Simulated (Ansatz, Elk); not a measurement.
# How far do independent atoms describe BeS2?, part 2 of 2

The structure of BeS2 used here is made up (a known structure type with other elements) and was relaxed beforehand with PBE. The aim is the Fourier transform of its all-electron density, F(hkl), set beside the sum over free spherical atoms that refinements use.

Elk 11.2.3 (patched build); all-electron DFT.

So far: Set-up; Ground state and structure factors; The highest occupied states alone.

The structure was built from a prototype and need not be the compound's stable phase.

### 4. Another functional

Level of this step: DFT, LDA (Perdew-Wang), all-electron APW+lo, Dirac cores, scalar-relativistic bands, static density, no spin (Elk).

The difference from free atoms is small, so it is set against the change that LDA (Perdew-Wang) makes.

elk.in

```
tasks
  0
  195

xctype
  3

spinpol
  .false.

rgkmax
  7.0

gmaxvr
  14.0

lmaxo
  7

lmaxapw
  8

swidth
  0.002

tshift
  .false.

ramdisk
  .false.

hmaxvr
  5.5

maxscl
  120

epspot
  1e-06

sppath
  './'

avec
  6.37188313433 -0.00000000000 -0.00000000000
  -3.18594156717 5.51821266428 0.00000000000
  -0.00000000000 0.00000000000 8.20682072015

atoms
  2
  'S.in'
  2
  0.6666666667 0.3333333333 0.7366393813   0.000000 0.000000 0.000000
  0.3333333333 0.6666666667 0.2633606187   0.000000 0.000000 0.000000
  'Be.in'
  1
  0.0000000000 -0.0000000000 0.0000000000   0.000000 0.000000 0.000000

ngridk
  8 8 5
```

Command:

```console
$ OMP_NUM_THREADS=4 elk
```

Numbers of over 12 decimals in the logs are rounded to 6 here.

The program printed:

```text
┌─────────────────────────┐
│ Elk code version 11.2.3 │
└─────────────────────────┘

All units are atomic (Hartree, Bohr, etc.)

┌─────────────────────────────────────────────────┐
│ Ground-state run starting from atomic densities │
└─────────────────────────────────────────────────┘

Lattice vectors :
   6.371883134      -0.000000000      -0.000000000
  -3.185941567       5.518212664       0.000000000
  -0.000000000       0.000000000       8.206820720

Reciprocal lattice vectors :
  0.9860798095      0.5693134435       0.000000000
[...]
muffin-tins (core leakage)
  species : 1 (S)
[...]
atom 2                    :    14.41805522     (  0.6266321054E-04)
  species : 2 (Be)
   atom 1                    :    2.765223281     (  0.1227458505E-02)
 total in muffin-tins        :    31.60133373
 total calculated charge     :    35.99885063
 total charge                :    36.00000000
 error                       :   0.1149373647E-02

┌──────────────────────────────┐
│ Self-consistent loop stopped │
└──────────────────────────────┘

Warning : core states of species 2 leak from the muffin-tin :   0.1227458505E-02

Wrote STATE.OUT
[key lines of the parts left out:]
total energy                :     -810.62759823668
```

Elapsed: 4.3 s, on 4 threads of Arm Neoverse V2, shared host; peak memory 0.17 GiB; 12 s of CPU time.

Against the first run R = 0.19 %; the largest change is -0.037 at 205.

### 5. A coarser k-mesh

About half the k-points along each axis test the sampling.

elk.in: that of step 4 with these lines changed.

```diff
@@ -5,3 +5,3 @@
 xctype
-  3
+  20
 
@@ -59,2 +59,2 @@
 ngridk
-  8 8 5
+  4 4 2
```

Command:

```console
$ OMP_NUM_THREADS=4 elk
```

The program printed:

```text
┌─────────────────────────┐
│ Elk code version 11.2.3 │
└─────────────────────────┘

All units are atomic (Hartree, Bohr, etc.)

┌─────────────────────────────────────────────────┐
│ Ground-state run starting from atomic densities │
└─────────────────────────────────────────────────┘

Lattice vectors :
   6.371883134      -0.000000000      -0.000000000
  -3.185941567       5.518212664       0.000000000
  -0.000000000       0.000000000       8.206820720

Reciprocal lattice vectors :
  0.9860798095      0.5693134435       0.000000000
[...]
muffin-tins (core leakage)
  species : 1 (S)
[...]
atom 2                    :    14.42867900     (  0.6902410140E-04)
  species : 2 (Be)
   atom 1                    :    2.759595082     (  0.1126242221E-02)
 total in muffin-tins        :    31.61695308
 total calculated charge     :    35.99890326
 total charge                :    36.00000000
 error                       :   0.1096743459E-02

┌──────────────────────────────┐
│ Self-consistent loop stopped │
└──────────────────────────────┘

Warning : core states of species 2 leak from the muffin-tin :   0.1126242221E-02

Wrote STATE.OUT
[key lines of the parts left out:]
total energy                :     -813.16689555627
```

The job ended after 4 s (4 threads; peak memory 0.17 GiB; 7.1 s of CPU time).

Against the first run R = 0.03 %; the largest change is -0.054 at 002.

### 6. Basis size

The basis and the expansions that go with it are enlarged, to see whether the differences are converged.

elk.in: that of step 5 with these lines changed.

```diff
@@ -11,12 +11,12 @@
 rgkmax
-  7.0
+  8.5
 
 gmaxvr
-  14.0
+  18.0
 
 lmaxo
-  7
+  9
 
 lmaxapw
-  8
+  10
 
@@ -59,2 +59,2 @@
 ngridk
-  4 4 2
+  8 8 5
```

Command:

```console
$ OMP_NUM_THREADS=4 elk
```

The program printed:

```text
┌─────────────────────────┐
│ Elk code version 11.2.3 │
└─────────────────────────┘

All units are atomic (Hartree, Bohr, etc.)

┌─────────────────────────────────────────────────┐
│ Ground-state run starting from atomic densities │
└─────────────────────────────────────────────────┘

Lattice vectors :
   6.371883134      -0.000000000      -0.000000000
  -3.185941567       5.518212664       0.000000000
  -0.000000000       0.000000000       8.206820720

Reciprocal lattice vectors :
  0.9860798095      0.5693134435       0.000000000
[...]
muffin-tins (core leakage)
  species : 1 (S)
[...]
atom 2                    :    14.43378475     (  0.6909152204E-04)
  species : 2 (Be)
   atom 1                    :    2.756685364     (  0.1124970907E-02)
 total in muffin-tins        :    31.62425487
 total calculated charge     :    35.99873062
 total charge                :    36.00000000
 error                       :   0.1269383189E-02

┌──────────────────────────────┐
│ Self-consistent loop stopped │
└──────────────────────────────┘

Warning : core states of species 2 leak from the muffin-tin :   0.1124970907E-02

Wrote STATE.OUT
[key lines of the parts left out:]
total energy                :     -813.16395238360
```

It took 17 s on 4 threads; peak memory 0.17 GiB; 46 s of CPU time.

Against the first run R = 0.01 %; the largest change is +0.002 at 002.

### 7. Settings against the effect

```csv
run,R against the first run (%),"R against neutral atoms, low angle (%)",wall time
"PBE, rgkmax 7",0.00,0.69,6.5 s
LDA (Perdew-Wang),0.19,0.66,4.3 s
k-mesh 4×4×2,0.03,0.62,4 s
rgkmax 8.5 with larger expansions,0.01,0.69,17 s
```

### 8. Summary of results

| Quantity | Value |
| --- | --- |
| R against neutral atoms, sin θ/λ < 0.3 Å⁻¹ | 0.69 % |
| R against neutral atoms, 0.3 to 0.83 Å⁻¹ | 0.39 % |

**Reading.** Independent neutral atoms miss the calculated amplitudes by R = 0.69 % below 0.3 Å⁻¹ and 0.39 % from there to 0.83 Å⁻¹; by shells, 20.83 % below 0.15 Å⁻¹ (1 form), 0.64 % 0.15 to 0.3 (7 forms), 0.70 % 0.3 to 0.45 (10 forms), 0.35 % above 0.45 (84 forms). Bonding, aspherical density and the tables' own atoms all enter these figures, and the runs don't part them. The largest change of an amplitude is -0.18 electrons, at 110. Weak lines can change much in proportion: 001 goes from 0.57 to 0.72. The window's part falls from 11.2 electrons at the origin to at most 0.22 between 0.45 and 0.83 Å⁻¹. Below 0.3 Å⁻¹ the changes that finished (LDA (Perdew-Wang), k-mesh 4×4×2 and rgkmax 8.5 with larger expansions) move F by R = 0.11 % at most, against the 0.69 % that separates it from free atoms. A single amplitude moves by up to 0.05 electrons, against 0.18 for the largest difference from free atoms. Part of the difference isn't bonding: the tables are fits to free atoms and ions calculated by other methods than this functional. Thermal motion, anomalous dispersion and extinction are left out.

[Logs are printed without paths, hosts, clocks, repeated set-up lines and the standing remarks that a program may print on its own settings, such as how far it seeks lower states.]

[Hosts, paths, dates, database ids (printed as entryN), source tags and the programs' standing remarks are cut or masked in the printed files.]
